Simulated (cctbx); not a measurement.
# LaPrSb5PPb2 with cctbx, script by script

Library: cctbx 2025.11. The data are simulated by the first script.

## 1. Simulate the data

run.py:

```python
from cctbx import adptbx, crystal, miller, sgtbx, xray
from cctbx.array_family import flex
from iotbx.shelx import hklf
from scitbx import matrix
import scitbx.random

cs = crystal.symmetry(unit_cell=(6.661, 29.038, 6.494, 90, 90, 90), space_group_symbol='Hall: P 2c -2n')  # Pna2_1
atoms = [  # label, site, U (iso, or U11 U22 U33 U12 U13 U23 in A^2), occupancy
    ("Pb1", (0.6238, 0.2081, 0.84), (0.0046, 0.0039, 0.0030, 0.0001, -0.0003, 0.0006), 1),
    ("Pb2", (0.94, 0.208, 0.3384), (0.0043, 0.0046, 0.0041, -0.0003, -0.0002, 0.0008), 1),
    ("Pr1", (0.0272, 0.0897, 0.7524), (0.0039, 0.0046, 0.0028, -0.0006, 0.0004, -0.0008), 1),
    ("La1", (0.5301, 0.0982, 0.2642), (0.0044, 0.0037, 0.0039, 0.0002, -0.0001, 0.0006), 1),
    ("Sb1", (0.981, 0.2118, 0.7237), (0.0034, 0.0048, 0.0036, -0.0006, -0.0003, 0.0000), 1),
    ("Sb2", (0.5762, 0.2166, 0.2246), (0.0040, 0.0040, 0.0038, 0.0001, -0.0002, -0.0001), 1),
    ("Sb3", (0.043, 0.1263, 0.2524), (0.0047, 0.0039, 0.0032, -0.0001, -0.0002, -0.0010), 1),
    ("Sb4", (0.5193, 0.1306, 0.7615), (0.0034, 0.0050, 0.0055, -0.0005, -0.0003, -0.0006), 1),
    ("Sb5", (0.3206, 0.003, 0.4619), (0.0064, 0.0066, 0.0062, 0.0007, 0.0004, 0.0004), 1),
    ("P1", (0.6828, 0.9974, 0.5611), (0.0077, 0.0068, 0.0073, 0.0004, 0.0001, -0.0005), 1),
]
xs = xray.structure(crystal_symmetry=cs)
for label, site, u, occ in atoms:
    u = adptbx.u_cif_as_u_star(cs.unit_cell(), u) if isinstance(u, tuple) else u
    xs.add_scatterer(xray.scatterer(label, site=site, u=u, occupancy=occ))
xs.set_inelastic_form_factors(0.71073, "sasaki")
xs.show_summary()
p1 = xs.expand_to_p1()
ms = miller.build_set(p1, anomalous_flag=True, d_min=0.77)
flex.set_random_seed(226674)
scitbx.random.set_random_seed(226674)
ms = ms.select(flex.random_double(ms.size()) < 0.9)
i = ms.structure_factors_from_scatterers(p1, algorithm="direct").f_calc().as_intensity_array().data()
i = i * 70000 / flex.max(i)
sig = flex.sqrt(i + flex.pow2(0.03 * i) + 15 ** 2)
noise = scitbx.random.variate(scitbx.random.normal_distribution())(i.size())
data = ms.array(data=i + sig * noise, sigmas=sig).set_observation_type_xray_intensity()
with open("data.hkl", "w") as f:
    data.export_as_shelx_hklf(f)
print("reflections written:", data.size(), " <I/sigma> = %.1f" % flex.mean(data.data() / data.sigmas()))
for h, a, b in list(data.sort("data"))[:12]:
    print("%4d%4d%4d %9.1f %7.1f" % (h + (a, b)))
```

```console
$ python run.py
```

```text
Number of scatterers: 10
At special positions: 0
Unit cell: (6.661, 29.038, 6.494, 90, 90, 90)
Space group: P n a 21 (No. 33)
reflections written: 10483  <I/sigma> = 17.0
   0   0  -2   69646.8  2116.7
   0   0   2   59592.5  1876.6
   0 -10   0   57158.0  1786.0
   0  10   0   56703.1  1786.0
   2   0  -2   47522.6  1494.7
  -2   0  -2   46796.3  1494.7
   2   0   2   46207.1  1395.4
  -2   0   0   45925.6  1391.0
   2   0   0   45590.4  1391.0
   0 -14   0   33007.8   982.3
   0  14   0   31451.9   982.3
   0  24   0   29831.7   902.9
```

Run time: 0.45 s on 1 thread of Arm Neoverse N1 (shared host), peak memory 0.07 GiB.

## 2. Refinement (refined in the given hand)

run.py:

```python
import math
from cctbx import adptbx, crystal, maptbx, sgtbx, xray
from cctbx.array_family import flex
from cctbx.xray import observations
from iotbx.shelx import hklf
from scitbx.lstbx import normal_eqns_solving
from smtbx import absolute_structure, utils
from smtbx.refinement import constraints, least_squares

cs = crystal.symmetry(unit_cell=(6.661, 29.038, 6.494, 90, 90, 90), space_group_symbol='Hall: P 2c -2n')  # Pna2_1
atoms = [  # label, site, U (iso, or U11 U22 U33 U12 U13 U23 in A^2), occupancy
    ("Pb1", (0.6207, 0.208, 0.8408), 0.0200, 1),
    ("Pb2", (0.9398, 0.2077, 0.3413), 0.0200, 1),
    ("Pr1", (0.0237, 0.0894, 0.7508), 0.0200, 1),
    ("La1", (0.5239, 0.0971, 0.2657), 0.0200, 1),
    ("Sb1", (0.982, 0.2121, 0.7232), 0.0200, 1),
    ("Sb2", (0.5743, 0.2162, 0.2253), 0.0200, 1),
    ("Sb3", (0.0463, 0.1251, 0.2476), 0.0200, 1),
    ("Sb4", (0.5162, 0.1302, 0.764), 0.0200, 1),
    ("Sb5", (0.3193, 0.0039, 0.465), 0.0200, 1),
    ("P1", (0.6829, 0.998, 0.5637), 0.0200, 1),
]
xs = xray.structure(crystal_symmetry=cs)
for label, site, u, occ in atoms:
    u = adptbx.u_cif_as_u_star(cs.unit_cell(), u) if isinstance(u, tuple) else u
    xs.add_scatterer(xray.scatterer(label, site=site, u=u, occupancy=occ))
xs.set_inelastic_form_factors(0.71073, "sasaki")
xs.convert_to_anisotropic()
raw = hklf.reader(file_name="data.hkl").as_miller_arrays(crystal_symmetry=cs, anomalous=True)[0]
merged = raw.eliminate_sys_absent().merge_equivalents()
fo2 = merged.array().set_observation_type_xray_intensity()
print("Rint %.3f, %d unique reflections to %.2f A" % (merged.r_int(), fo2.size(), fo2.d_min()))
for sc in xs.scatterers():
    sc.flags.set_grad_site(True)
    sc.flags.set_grad_u_aniso(sc.flags.use_u_aniso())
    sc.flags.set_grad_u_iso(sc.flags.use_u_iso())
obs = fo2.as_xray_observations()
extra = {}
rep = constraints.reparametrisation(xs, [], utils.connectivity_table(xs), **extra)
ls = least_squares.crystallographic_ls(obs, rep, weighting_scheme=least_squares.mainstream_shelx_weighting(a=0, b=0))
print("cycle     R1     wR2    GooF  max shift (A)")
for cycle in range(8):
    ls.build_up()
    r1, wr2, goof = ls.r1_factor(cutoff_factor=2)[0], ls.wR2(), ls.goof()
    old = xs.sites_cart()
    normal_eqns_solving.levenberg_marquardt_iterations(ls, n_max_iterations=3, tau=1e-06, step_threshold=1e-7)
    big = flex.max((xs.sites_cart() - old).norms())
    print("%4d %7.4f %7.4f %7.3f %9.5f" % (cycle + 1, r1, wr2, goof, big))
    ls.build_up(objective_only=True)
    if abs(ls.wR2() - wr2) < 5e-5 and big < 5e-4:
        break
ls.build_up()
print("final R1 %.4f wR2 %.4f GooF %.3f  parameters %d  data/parameter %.1f" % (ls.r1_factor(cutoff_factor=2)[0], ls.wR2(), ls.goof(), ls.n_parameters, fo2.size() / ls.n_parameters))
cov = ls.covariance_matrix_and_annotations()
su = dict(zip(cov.annotations, (math.sqrt(max(v, 0)) for v in cov.matrix.matrix_packed_u_diagonal())))
a2 = cs.unit_cell().reciprocal_parameters()[0] ** -2
print("atom        x        y        z      Ueq    occ   su(xyz)  su(Uiso or U11)")
for sc in xs.scatterers():
    s = max(su.get(sc.label + k, 0) for k in (".x", ".y", ".z"))
    npd = "" if sc.is_positive_definite_u(cs.unit_cell()) else "  NPD"
    print("%-5s %8.5f %8.5f %8.5f %8.4f %6.3f %8.5f %7.4f%s" % ((sc.label,) + sc.site + (sc.u_iso_or_equiv(cs.unit_cell()), sc.occupancy, s, su.get(sc.label + ".uiso", su.get(sc.label + ".u11", 0) * a2), npd)))
fc = fo2.structure_factors_from_scatterers(xs, algorithm="direct").f_calc()
absolute_structure.flack_analysis(xs, fo2.as_xray_observations()).show()
h = absolute_structure.hooft_analysis(fo2, fc, scale_factor=ls.scale_factor())
print("Hooft y: %.3f(%.0f)  Bijvoet pairs: %d" % (h.hooft_y, 1000 * h.sigma_y, h.n_bijvoet_pairs))
fo = fo2.f_sq_as_f()
fc = fo.structure_factors_from_scatterers(xs, algorithm="direct").f_calc()
diff = fo.f_obs_minus_f_calc(1 / math.sqrt(ls.scale_factor()), fc).average_bijvoet_mates()
m = diff.fft_map(symmetry_flags=maptbx.use_space_group_symmetry, resolution_factor=0.25).apply_volume_scaling()
print("difference map: max %.2f min %.2f rms %.2f" % (m.statistics().max(), m.statistics().min(), m.statistics().sigma()))
peaks = m.peak_search(parameters=maptbx.peak_search_parameters(min_distance_sym_equiv=0.6, max_clusters=6)).all()
near = xs.closest_distances(peaks.sites(), distance_cutoff=4)
sps = cs.special_position_settings(min_distance_sym_equiv=0.5)
for k, (x, h) in enumerate(zip(peaks.sites(), peaks.heights())):
    ss = sps.site_symmetry(x)
    print("Q%-3d %7.4f %7.4f %7.4f %4d %7.2f  %.2f A from %s" % ((k + 1,) + tuple(t % 1 for t in ss.exact_site()) + (ss.multiplicity(), h, near.smallest_distances[k], xs.scatterers()[near.i_seqs[k]].label)))
```

```console
$ python run.py
```

```text
Rint 0.026, 2897 unique reflections to 0.77 A
cycle     R1     wR2    GooF  max shift (A)
   1  0.1437  0.3105  10.925   0.05482
   2  0.0113  0.0262   0.923   0.00321
   3  0.0113  0.0262   0.921   0.00105
   4  0.0113  0.0262   0.921   0.00034
final R1 0.0113 wR2 0.0262 GooF 0.921  parameters 90  data/parameter 32.2
atom        x        y        z      Ueq    occ   su(xyz)  su(Uiso or U11)
Pb1    0.62382  0.20810  0.84081   0.0037  1.000  0.00003  0.0001
Pb2    0.93995  0.20800  0.33920   0.0043  1.000  0.00003  0.0001
Pr1    0.02722  0.08970  0.75327   0.0038  1.000  0.00004  0.0001
La1    0.53010  0.09822  0.26505   0.0040  1.000  0.00005  0.0001
Sb1    0.98099  0.21180  0.72455   0.0039  1.000  0.00005  0.0001
Sb2    0.57629  0.21661  0.22546   0.0040  1.000  0.00005  0.0001
Sb3    0.04299  0.12630  0.25319   0.0039  1.000  0.00005  0.0001
Sb4    0.51936  0.13059  0.76230   0.0046  1.000  0.00005  0.0001
Sb5    0.32059  0.00300  0.46270   0.0062  1.000  0.00006  0.0002
P1     0.68282  0.99740  0.56182   0.0072  1.000  0.00022  0.0006
Flack x: -0.001(3)
Hooft y: -0.003(3)  Bijvoet pairs: 1320
difference map: max 0.62 min -0.75 rms 0.17
Q1    0.2174  0.7910  0.0974    4    0.69  1.56 A from Sb1
Q2    0.1574  0.6531  0.5717    4    0.63  2.38 A from La1
Q3    0.1972  0.4863  0.2127    4    0.62  1.70 A from Sb5
Q4    0.1458  0.3712  0.9486    4    0.61  1.48 A from Sb4
Q5    0.2419  0.4385  0.8049    4    0.61  2.10 A from Pr1
Q6    0.1179  0.8739  0.2824    4    0.61  1.44 A from Pr1
```

Time: 0.74 s.

## 3. Refinement

run.py, as its changes from the last script of this kind:

```diff
@@ -12,10 +12,10 @@
-    ("Pb1", (0.6207, 0.208, 0.8408), 0.0200, 1),
-    ("Pb2", (0.9398, 0.2077, 0.3413), 0.0200, 1),
-    ("Pr1", (0.0237, 0.0894, 0.7508), 0.0200, 1),
-    ("La1", (0.5239, 0.0971, 0.2657), 0.0200, 1),
-    ("Sb1", (0.982, 0.2121, 0.7232), 0.0200, 1),
-    ("Sb2", (0.5743, 0.2162, 0.2253), 0.0200, 1),
-    ("Sb3", (0.0463, 0.1251, 0.2476), 0.0200, 1),
-    ("Sb4", (0.5162, 0.1302, 0.764), 0.0200, 1),
-    ("Sb5", (0.3193, 0.0039, 0.465), 0.0200, 1),
-    ("P1", (0.6829, 0.998, 0.5637), 0.0200, 1),
+    ("Pb1", (0.37618, 0.7919, 0.15919), 0.0037, 1),
+    ("Pb2", (0.06005, 0.792, 0.6608), 0.0043, 1),
+    ("Pr1", (0.97278, 0.9103, 0.24673), 0.0038, 1),
+    ("La1", (0.4699, 0.90178, 0.73495), 0.0040, 1),
+    ("Sb1", (0.01901, 0.7882, 0.27545), 0.0039, 1),
+    ("Sb2", (0.42371, 0.78339, 0.77454), 0.0040, 1),
+    ("Sb3", (0.95701, 0.8737, 0.74681), 0.0039, 1),
+    ("Sb4", (0.48064, 0.86941, 0.2377), 0.0046, 1),
+    ("Sb5", (0.67941, 0.997, 0.5373), 0.0062, 1),
+    ("P1", (0.31718, 0.0026, 0.43818), 0.0072, 1),
```

```console
$ python run.py
```

```text
Rint 0.026, 2897 unique reflections to 0.77 A
cycle     R1     wR2    GooF  max shift (A)
   1  0.0826  0.2150   7.563   0.00536
   2  0.0817  0.2109   7.422   0.00099
   3  0.0817  0.2109   7.422   0.00034
final R1 0.0817 wR2 0.2109 GooF 7.422  parameters 90  data/parameter 32.2
atom        x        y        z      Ueq    occ   su(xyz)  su(Uiso or U11)
Pb1    0.37615  0.79193  0.15904   0.0045  1.000  0.00024  0.0007
Pb2    0.06016  0.79204  0.66044   0.0051  1.000  0.00024  0.0007
Pr1    0.97292  0.91029  0.24721   0.0037  1.000  0.00036  0.0009
La1    0.47009  0.90171  0.73557   0.0041  1.000  0.00037  0.0010
Sb1    0.01888  0.78817  0.27560   0.0057  1.000  0.00042  0.0012
Sb2    0.42425  0.78326  0.77479   0.0051  1.000  0.00041  0.0011
Sb3    0.95721  0.87375  0.74678   0.0044  1.000  0.00045  0.0011
Sb4    0.48061  0.86940  0.23729   0.0050  1.000  0.00044  0.0011
Sb5    0.67987  0.99695  0.53729   0.0058  1.000  0.00045  0.0012
P1     0.31743  0.00249  0.43760   0.0084  1.000  0.00183  0.0054
Flack x: 0.990(5)
Hooft y: 1.043(3)  Bijvoet pairs: 1320
difference map: max 15.27 min -2.82 rms 0.59
Q1    0.0580  0.7912  0.6609    4   15.94  0.03 A from Pb2
Q2    0.1250  0.2909  0.6580    4   15.82  0.03 A from Pb1
Q3    0.0207  0.7884  0.2688    4    5.20  0.05 A from Sb1
Q4    0.0305  0.0910  0.7367    4    4.89  0.08 A from Pr1
Q5    0.0140  0.3703  0.7563    4    4.67  0.13 A from Sb4
Q6    0.0315  0.4045  0.2301    4    4.41  0.09 A from La1
```

Time: 0.7 s.

This run holds a fault made on purpose: the structure inverted.

## 4. Simulate the data

run.py, as its changes from the last script of this kind:

```diff
@@ -24 +24 @@
-xs.set_inelastic_form_factors(0.71073, "sasaki")
+xs.set_inelastic_form_factors(1.54184, "sasaki")
@@ -27,3 +27,3 @@
-ms = miller.build_set(p1, anomalous_flag=True, d_min=0.77)
-flex.set_random_seed(226674)
-scitbx.random.set_random_seed(226674)
+ms = miller.build_set(p1, anomalous_flag=True, d_min=0.83)
+flex.set_random_seed(498597)
+scitbx.random.set_random_seed(498597)
@@ -32,2 +32,2 @@
-i = i * 70000 / flex.max(i)
-sig = flex.sqrt(i + flex.pow2(0.03 * i) + 15 ** 2)
+i = i * 40000 / flex.max(i)
+sig = flex.sqrt(i + flex.pow2(0.015 * i) + 4 ** 2)
```

```console
$ python run.py
```

```text
Number of scatterers: 10
At special positions: 0
Unit cell: (6.661, 29.038, 6.494, 90, 90, 90)
Space group: P n a 21 (No. 33)
reflections written: 8202  <I/sigma> = 21.0
   0   0   2   40493.5   632.5
   0   0  -2   38307.7   611.6
   0  10   0   35050.1   557.7
   0 -10   0   34305.3   557.7
  -2   0   2   29426.2   468.4
   2   0   2   29034.1   468.4
  -2   0  -2   28486.2   460.9
   2   0   0   28120.0   443.5
   2   0  -2   27987.2   460.9
  -2   0   0   27149.3   443.5
   0 -14   0   19885.3   327.1
   0  14   0   19743.0   327.1
```

Time: 0.42 s.

## 5. Refinement (refined in the given hand)

run.py, as its changes from the last script of this kind:

```diff
@@ -12,10 +12,10 @@
-    ("Pb1", (0.37618, 0.7919, 0.15919), 0.0037, 1),
-    ("Pb2", (0.06005, 0.792, 0.6608), 0.0043, 1),
-    ("Pr1", (0.97278, 0.9103, 0.24673), 0.0038, 1),
-    ("La1", (0.4699, 0.90178, 0.73495), 0.0040, 1),
-    ("Sb1", (0.01901, 0.7882, 0.27545), 0.0039, 1),
-    ("Sb2", (0.42371, 0.78339, 0.77454), 0.0040, 1),
-    ("Sb3", (0.95701, 0.8737, 0.74681), 0.0039, 1),
-    ("Sb4", (0.48064, 0.86941, 0.2377), 0.0046, 1),
-    ("Sb5", (0.67941, 0.997, 0.5373), 0.0062, 1),
-    ("P1", (0.31718, 0.0026, 0.43818), 0.0072, 1),
+    ("Pb1", (0.6224, 0.2083, 0.8342), 0.0200, 1),
+    ("Pb2", (0.9472, 0.2087, 0.3415), 0.0200, 1),
+    ("Pr1", (0.0302, 0.0906, 0.7528), 0.0200, 1),
+    ("La1", (0.523, 0.0975, 0.2659), 0.0200, 1),
+    ("Sb1", (0.975, 0.2131, 0.7237), 0.0200, 1),
+    ("Sb2", (0.5697, 0.2164, 0.2261), 0.0200, 1),
+    ("Sb3", (0.0484, 0.1258, 0.2592), 0.0200, 1),
+    ("Sb4", (0.5173, 0.1312, 0.7601), 0.0200, 1),
+    ("Sb5", (0.3223, 0.0029, 0.4577), 0.0200, 1),
+    ("P1", (0.6823, 0.9987, 0.5699), 0.0200, 1),
@@ -27 +27 @@
-xs.set_inelastic_form_factors(0.71073, "sasaki")
+xs.set_inelastic_form_factors(1.54184, "sasaki")
```

```console
$ python run.py
```

```text
Rint 0.020, 2284 unique reflections to 0.83 A
cycle     R1     wR2    GooF  max shift (A)
   1  0.1484  0.3138  14.183   0.05983
   2  0.0099  0.0220   0.992   0.01380
   3  0.0094  0.0209   0.945   0.00543
   4  0.0094  0.0207   0.938   0.00217
   5  0.0094  0.0207   0.936   0.00088
   6  0.0094  0.0207   0.936   0.00036
final R1 0.0094 wR2 0.0207 GooF 0.936  parameters 90  data/parameter 25.4
atom        x        y        z      Ueq    occ   su(xyz)  su(Uiso or U11)
Pb1    0.62381  0.20810  0.83995   0.0038  1.000  0.00003  0.0001
Pb2    0.93999  0.20800  0.33835   0.0043  1.000  0.00003  0.0001
Pr1    0.02721  0.08970  0.75230   0.0038  1.000  0.00005  0.0001
La1    0.53015  0.09821  0.26410   0.0040  1.000  0.00005  0.0001
Sb1    0.98101  0.21181  0.72369   0.0040  1.000  0.00005  0.0001
Sb2    0.57619  0.21662  0.22455   0.0040  1.000  0.00005  0.0001
Sb3    0.04297  0.12629  0.25222   0.0039  1.000  0.00005  0.0001
Sb4    0.51920  0.13060  0.76145   0.0045  1.000  0.00005  0.0001
Sb5    0.32063  0.00300  0.46187   0.0064  1.000  0.00005  0.0002
P1     0.68247  0.99739  0.56080   0.0074  1.000  0.00022  0.0006
Flack x: 0.003(4)
Hooft y: 0.001(4)  Bijvoet pairs: 1031
difference map: max 0.46 min -0.42 rms 0.11
Q1    0.1650  0.9815  0.6277    4    0.48  1.62 A from Sb5
Q2    0.2113  0.2672  0.7842    4    0.45  0.99 A from Pb1
Q3    0.2453  0.4416  0.1397    4    0.45  2.01 A from La1
Q4    0.1027  0.1921  0.2683    4    0.42  1.26 A from Pb2
Q5    0.2099  0.8164  0.6369    4    0.41  1.79 A from Pb2
Q6    0.1545  0.3084  0.4474    4    0.40  1.70 A from Sb2
```

Time: 0.84 s.

## 6. Simulate the data

run.py, as its changes from the last script of this kind:

```diff
@@ -24 +24 @@
-xs.set_inelastic_form_factors(1.54184, "sasaki")
+xs.set_inelastic_form_factors(0.56087, "sasaki")
@@ -27,3 +27,3 @@
-ms = miller.build_set(p1, anomalous_flag=True, d_min=0.83)
-flex.set_random_seed(498597)
-scitbx.random.set_random_seed(498597)
+ms = miller.build_set(p1, anomalous_flag=True, d_min=0.8)
+flex.set_random_seed(921351)
+scitbx.random.set_random_seed(921351)
@@ -32,2 +32,7 @@
-i = i * 40000 / flex.max(i)
-sig = flex.sqrt(i + flex.pow2(0.015 * i) + 4 ** 2)
+law = matrix.sqr((-1, 0, 0, 0, -1, 0, 0, 0, -1))
+mate = flex.miller_index([tuple(matrix.row(h) * law) for h in ms.indices()])
+i2 = ms.customized_copy(indices=mate).structure_factors_from_scatterers(p1, algorithm="direct").f_calc().as_intensity_array().data()
+i = (1 - 0.15) * i + 0.15 * i2
+i = i / flex.sqrt(1 + 0.3 * i / flex.max(i))  # extinction
+i = i * 70000 / flex.max(i)
+sig = flex.sqrt(i + flex.pow2(0.02 * i) + 4 ** 2)
```

```console
$ python run.py
```

```text
Number of scatterers: 10
At special positions: 0
Unit cell: (6.661, 29.038, 6.494, 90, 90, 90)
Space group: P n a 21 (No. 33)
reflections written: 9264  <I/sigma> = 23.6
   0   0  -2   70383.8  1424.8
   0   0   2   68309.7  1355.4
   0  10   0   63083.7  1266.8
   0 -10   0   60475.6  1266.8
   2   0  -2   51328.3  1039.5
  -2   0   2   49678.9  1008.9
   2   0   2   49347.3  1008.9
  -2   0  -2   49093.3  1039.5
   2   0   0   47700.1   997.6
   0  14   0   36873.6   740.0
   0 -14   0   36182.3   740.0
   0  24   0   33247.0   684.8
```

It took 0.52 s on 1 thread of Arm Neoverse N1 (shared host), peak memory 0.07 GiB.

[Logs are printed without paths, hosts, clocks, repeated set-up lines and the standing remarks that a program may print on its own settings, such as how far it seeks lower states.]
